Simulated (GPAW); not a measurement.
# Collinear magnetic orders of Co3 Ru1 Co3 0001 with GPAW

A self-consistent run ends on one state, which hangs on the start. Several orders of Co3 Ru1 Co3 0001 are started in GPAW and their energies compared.

Method: PBE; plane waves with GPAW's PAW setups, scalar-relativistic, in GPAW 26.7.0.

## Step 1: The structure

The cell holds 7 atoms: 6 Co and 1 Ru. Its edges and angles: a = 2.706 Å, b = 2.706 Å, c = 22.897 Å, α = 90.0°, β = 90.0°, γ = 120.0°. ideal sites on the substrate's mesh, layer spacings from atomic volumes, unrelaxed, 12 A of vacuum. Vacuum lies along c.

## Step 2: Run 1 (ferro ++++++)

The parallel start comes first: it fits the smallest cell, keeps the most symmetry and shows whether parallel moments form.

order1.py

```python
import json
import numpy as np
from ase import Atoms
from ase.parallel import paropen, parprint
from gpaw import GPAW

atoms = Atoms(['Co', 'Co', 'Co', 'Ru', 'Co', 'Co', 'Co'],
    cell=[[2.706, 0.0, 0.0],
         [-1.353, 2.343465, 0.0],
         [0.0, 0.0, 22.8966]],
    scaled_positions=[[0.0, 0.0, 0.262047],
         [0.333333, 0.666667, 0.338495],
         [0.0, 0.0, 0.414943],
         [0.333333, 0.666667, 0.5],
         [0.0, 0.0, 0.585057],
         [0.333333, 0.666667, 0.661505],
         [0.0, 0.0, 0.737953]],
    pbc=True,
    magmoms=[1.8, 1.8, 1.8, 0.0, 1.8, 1.8, 1.8])
atoms.calc = GPAW(mode={'name': 'pw', 'ecut': 450},
    xc='PBE',
    kpts={'size': (20, 20, 1), 'gamma': True},
    occupations={'name': 'fermi-dirac', 'width': 0.05},
    convergence={'density': 1e-05, 'energy': 1e-05},
    maxiter=250,
    mixer={'name': 'pulay', 'beta': 0.03, 'nmaxold': 8, 'weight': 100},
    symmetry={'tolerance': 1e-4},
    txt='order1.txt')
e = atoms.get_potential_energy(force_consistent=True)
res = {'free_energy': e, 'energy_sigma0': atoms.get_potential_energy(), 'fermi_energy': atoms.calc.get_fermi_level()}
res['moments'] = atoms.get_magnetic_moments().tolist()
res['total'] = atoms.get_magnetic_moment()
parprint('site moments (muB):', np.round(res['moments'], 3))
parprint(f"total moment: {res['total']:.3f} muB")
parprint(f'free energy: {e:.6f} eV')
atoms.calc.write('order1.gpw')
with paropen('results.json', 'w') as f:
    json.dump(res, f)
```

Command:

```bash
$ OMP_NUM_THREADS=1 mpirun -n 4 gpaw python order1.py > order1.log
```

What it wrote:

```text
site moments (muB): [ 1.825  1.718  1.257 -0.063  1.257  1.718  1.825]
total moment: 9.291 muB
free energy: -54.906315 eV

--- order1.txt ---
Input parameters:
  mode=PW(ecut=450),
  convergence={'density': 1e-05, 'energy': 1e-05},
  kpts=MonkhorstPack(size=(20, 20, 1), gamma=True),
  maxiter=250,
  mixer=Pulay(name='pulay', nmaxold=8, beta=0.03, weight=100, sigma=0.015, g_ss=None),
  occupations=Occupations(name='fermi-dirac', width=0.05),
  symmetry=Symmetry(tolerance=0.0001),
  xc=XC(name='PBE')

Diagonalizing LCAO Hamiltonian
Converting LCAO to pw mode

       Co

        Co

       Co
        Ru

       Co

        Co

       Co

Atoms  # Å, Bohr magnetons
|   | symbol |         x |        y |         z |    initial magnetic moments |
|---|--------|-----------|----------|-----------|-----------------------------|
| 0 |     Co |  0.000000 | 0.000000 |  5.999985 | ( 0.0000,  0.0000,  1.8000) |
| 1 |     Co | -0.000001 | 1.562311 |  7.750385 | ( 0.0000,  0.0000,  1.8000) |
| 2 |     Co |  0.000000 | 0.000000 |  9.500784 | ( 0.0000,  0.0000,  1.8000) |
| 3 |     Ru | -0.000001 | 1.562311 | 11.448300 | ( 0.0000,  0.0000,  0.0000) |
| 4 |     Co |  0.000000 | 0.000000 | 13.395816 | ( 0.0000,  0.0000,  1.8000) |
| 5 |     Co | -0.000001 | 1.562311 | 15.146215 | ( 0.0000,  0.0000,  1.8000) |
| 6 |     Co |  0.000000 | 0.000000 | 16.896615 | ( 0.0000,  0.0000,  1.8000) |

Unit cell  # Å
| periodic |         x |        y |         z |   lengths |     angles |
|----------|-----------|----------|-----------|-----------|------------|
|      yes |  2.706000 | 0.000000 |  0.000000 |  2.706000 |  90.000000 |
|      yes | -1.353000 | 2.343465 |  0.000000 |  2.706000 |  90.000000 |
|      yes |  0.000000 | 0.000000 | 22.896600 | 22.896600 | 119.999997 |

Number of symmetries: 12

BZ-sampling:
  Number of BZ points: 400
  Number of IBZ points: 44

  Monkhorst-Pack size: [20, 20, 1]
  Monkhorst-Pack shift: [0.025, 0.025, 0.0]

K-points  # in reciprocal-cell coordinates
|     |                                coordinates |     weight |
|-----|--------------------------------------------|------------|
|   0 | ( -0.00000000,  -0.00000000,   0.00000000) | 0.00250000 |
|   1 | (  0.05000000,  -0.00000000,   0.00000000) | 0.01500000 |
|   2 | (  0.10000000,  -0.05000000,   0.00000000) | 0.01500000 |
|   3 | (  0.10000000,  -0.00000000,   0.00000000) | 0.01500000 |
|   4 | (  0.15000000,  -0.05000000,   0.00000000) | 0.03000000 |
|   5 | (  0.15000000,  -0.00000000,   0.00000000) | 0.01500000 |
|   6 | (  0.20000000,  -0.10000000,   0.00000000) | 0.01500000 |
|   7 | (  0.20000000,  -0.05000000,   0.00000000) | 0.03000000 |
|   8 | (  0.20000000,  -0.00000000,   0.00000000) | 0.01500000 |
|   9 | (  0.25000000,  -0.10000000,   0.00000000) | 0.03000000 |
| ... |                                            |            |
|  43 | (  0.50000000,   0.50000000,   0.00000000) | 0.00750000 |

Plane wave coefficients: 3199
Cutoff: 450.000000 eV

Spin-components: 2 (collinear spins)
Bands:           53
Projectors:      42
Spin-degeneracy: 1
Datatype:        complex128

Parallelization:
  kpt:    4
  domain: 1
  band:   1

Density:
  Valence electrons: 70.0
  Components: 2
  Grid points: [ 14  14 120]
  Charge: 0.0  # |e|

Potential:
  Grid points: [ 14  14 120]

species:
  Co:
    name:    Cobalt
    Z:       27.0
    valence: 9
    core:    18
    charge:  0.0  # [|e|]
    compensation charges:
      type: gauss
      rc: 0.32  # [Å]
      lmax: 2
    cutoffs:
      filter: 1.87  # [Å]
      core: 2.55  # [Å]
    projectors
    | kind |    occ | energy [eV] | rcut [Å] |
    |------|--------|-------------|----------|
    |   4s |  2.000 |      -5.469 |    1.005 |
    |   4p |  0.000 |      -1.277 |    1.058 |
    |   3d |  7.000 |      -8.205 |    1.005 |
    |    s |        |      21.742 |    1.005 |
    |    p |        |      25.934 |    1.058 |
    |    d |        |      19.007 |    1.005 |

    Using partial waves for Co as LCAO basis

  Ru:
    name:    Ruthenium
    Z:       44.0
    valence: 16
    core:    28
    charge:  0.0  # [|e|]
    compensation charges:
      type: gauss
      rc: 0.39  # [Å]
      lmax: 2
    cutoffs:
      filter: 2.16  # [Å]
      core: 1.30  # [Å]
    projectors
    | kind |    occ | energy [eV] | rcut [Å] |
    |------|--------|-------------|----------|
    |   4s |  2.000 |     -76.316 |    1.281 |
    |   5s |  1.000 |      -4.236 |    1.281 |
    |   4p |  6.000 |     -46.423 |    1.286 |
    |   5p |  0.000 |      -0.913 |    1.286 |
    |   4d |  7.000 |      -5.203 |    1.254 |
    |    d |        |      22.008 |    1.254 |

    Using partial waves for Ru as LCAO basis

Reference energy: -350661.384417  # eV

eigensolver:
  PPCG
  Converge bands: occupied
  niter=2

density mixing:
  Pulay-Mixer
  Linear mixing parameters: 0.03
  Old densities: 8
  Fourier metric: weight=100, sigma=0.015

occupation numbers:
  Fermi-Dirac:
    width: 0.0500  # eV

poisson solver:
  ecut: 3600.000000  # eV

xc functional:
  name: PBE with 2 nearest neighbor stencil

convergence criteria:
- Maximum integral of absolute [dens]ity change: 1e-05 electrons / valence electron
- Maximum [total energy] change in last 3 cyles: 1e-05 eV / valence electron
- Maximum integral of absolute [eigenst]ate change: 4e-08 eV^2 / valence electron
maximum number of iterations: 250

SCF iterations
|iter     |      energy | eigst |  dens |  magmom |
|---------|-------------|-------|-------|---------|
|iter:   1|       0s |  -60.330397 | +0.34 |       | +10.8167|
|iter:   2|       6s |  -57.321377 | -0.94 | -0.79 | +10.7163|
|iter:   3|      13s |  -56.598660 | -1.63 | -0.84 | +10.6995|
|iter:   4|      20s |  -55.597631 | -2.18 | -0.93 | +10.6367|
|iter:   5|      27s |  -55.066657 | -1.98 | -1.07 | +10.5147|
|iter:   6|      33s |  -54.909775 | -1.33 | -1.21 | +10.2451|
|iter:   7|      40s |  -54.716207 | -2.38 | -1.25 | +10.2527|
|iter:   8|      46s |  -54.734726 | -2.30 | -1.39 | +10.0562|
|iter:   9|      53s |  -54.759486 | -2.77 | -1.48 |  +9.9511|
|iter:  10|      60s |  -54.765286 | -2.81 | -1.57 |  +9.9880|
[... 34 iterations left out ...]
|iter:  45|     257s |  -54.869668c| -9.13c| -4.66 |  +9.2925|
|iter:  46|     260s |  -54.869668c| -8.61c| -4.67 |  +9.2922|
|iter:  47|     264s |  -54.869668c| -8.53c| -4.71 |  +9.2921|
|iter:  48|     267s |  -54.869669c| -8.76c| -4.79 |  +9.2917|
|iter:  49|     270s |  -54.869669c| -9.05c| -4.89 |  +9.2916|
|iter:  50|     273s |  -54.869669c| -9.04c| -4.98 |  +9.2914|
|iter:  51|     276s |  -54.869669c| -9.46c| -4.96 |  +9.2915|
|iter:  52|     280s |  -54.869668c| -9.61c| -4.98 |  +9.2914|
|iter:  53|     283s |  -54.869669c| -9.73c| -4.99 |  +9.2913|
|iter:  54|     286s |  -54.869669c| -9.89c| -5.04c|  +9.2912|

Converged in 54 steps
Energy contributions relative to reference atoms: (reference = -350661.384417)

Energy contributions:
  Kinetic:          49.072643
  Coulomb:         -43.819968
  Zero:              1.308353
  External:          0.000000
  Xc:              -61.394051
  Entropy:          -0.073293
  Spinorbit:         0.000000
  ----------------------------
  Free energy:     -54.906315
  Extrapolated:    -54.869669

dipole moment: (-21.774129, -21.106012, -0.000072)  # |e|*Ang

Total magnetic moment: (0.000000, 0.000000, 9.291240)

Local magnetic moments
|        x |        y |         z |
|----------|----------|-----------|
| 0.000000 | 0.000000 |  1.824933 |  # Co   0
| 0.000000 | 0.000000 |  1.718079 |  # Co   1
| 0.000000 | 0.000000 |  1.256553 |  # Co   2
| 0.000000 | 0.000000 | -0.062660 |  # Ru   3
| 0.000000 | 0.000000 |  1.256553 |  # Co   4
| 0.000000 | 0.000000 |  1.718079 |  # Co   5
| 0.000000 | 0.000000 |  1.824933 |  # Co   6

Fermi level: 4.069
Eigenvalues  # (at kpt = [-0.000, -0.000, 0.000])
| band index |      eig [eV] | occ [0-1] |      eig [eV] | occ [0-1] |
|------------|---------------|-----------|---------------|-----------|
|          0 |       -68.867 |     1.000 |       -68.896 |     1.000 |
|        ... |               |           |               |           |
|         31 |         2.327 |     1.000 |         3.882 |     0.977 |
|         32 |         2.327 |     1.000 |         3.882 |     0.977 |
|         33 |         2.353 |     1.000 |         4.041 |     0.638 |
|         34 |         2.871 |     1.000 |         4.118 |     0.273 |
|         35 |         2.871 |     1.000 |         4.475 |     0.000 |
|         36 |         3.146 |     1.000 |         4.475 |     0.000 |
|         37 |         3.146 |     1.000 |         4.734 |     0.000 |
|         38 |         3.337 |     1.000 |         4.734 |     0.000 |
|         39 |         3.337 |     1.000 |         5.013 |     0.000 |
|         40 |         3.384 |     1.000 |         5.013 |     0.000 |
|         41 |         3.574 |     1.000 |         5.067 |     0.000 |
|         42 |         3.574 |     1.000 |         5.067 |     0.000 |
|         43 |         4.705 |     0.000 |         5.139 |     0.000 |
|         44 |         4.705 |     0.000 |         5.139 |     0.000 |
|         45 |         4.991 |     0.000 |         5.164 |     0.000 |
|        ... |               |           |               |           |
|         52 |        16.927 |     0.000 |        17.117 |     0.000 |

No gap
No difference between direct/indirect transitions
```

It took 5 min on 4 MPI ranks of Arm Neoverse V1, shared host; peak memory 1.1 GiB.

Spin moment in the augmentation sphere by atom:

```csv
atom,spin moment in the augmentation sphere (μB)
Co1,1.82
Co2,1.72
Co3,1.26
Ru4,-0.06
Co5,1.26
Co6,1.72
Co7,1.82
```

Numbers from this step:

```
magnetization : 9.291 μB
final state   : ferromagnetic
```

After 54 cycles the largest moment stands at 1.82 μB.

[end of part 1 of 2]

[Long decimals in the printed logs are rounded to 6 places.]

[Logs and program files are shortened in this print: banners, set-up blocks, solver, clock and traceback lines can be left out without a mark of their own.]

[Logs are printed without paths, hosts, clocks, repeated set-up lines and the standing remarks that a program may print on its own settings, such as how far it seeks lower states.]

[Hosts, paths, dates, database ids (printed as entryN), source tags and the programs' standing remarks are cut or masked in the printed files.]

[Where the starting crystal was built by hand or by swapping elements, it need not be the compound's stable phase.]

[Where a cell is said to come from a database of computed structures, the database is the Materials Project.]

[Runs that the program refused, that were killed for memory or that had too few empty states are not shown or counted.]

[Lattice constants of own cells that a recipe calls measured were typed without a cited source.]
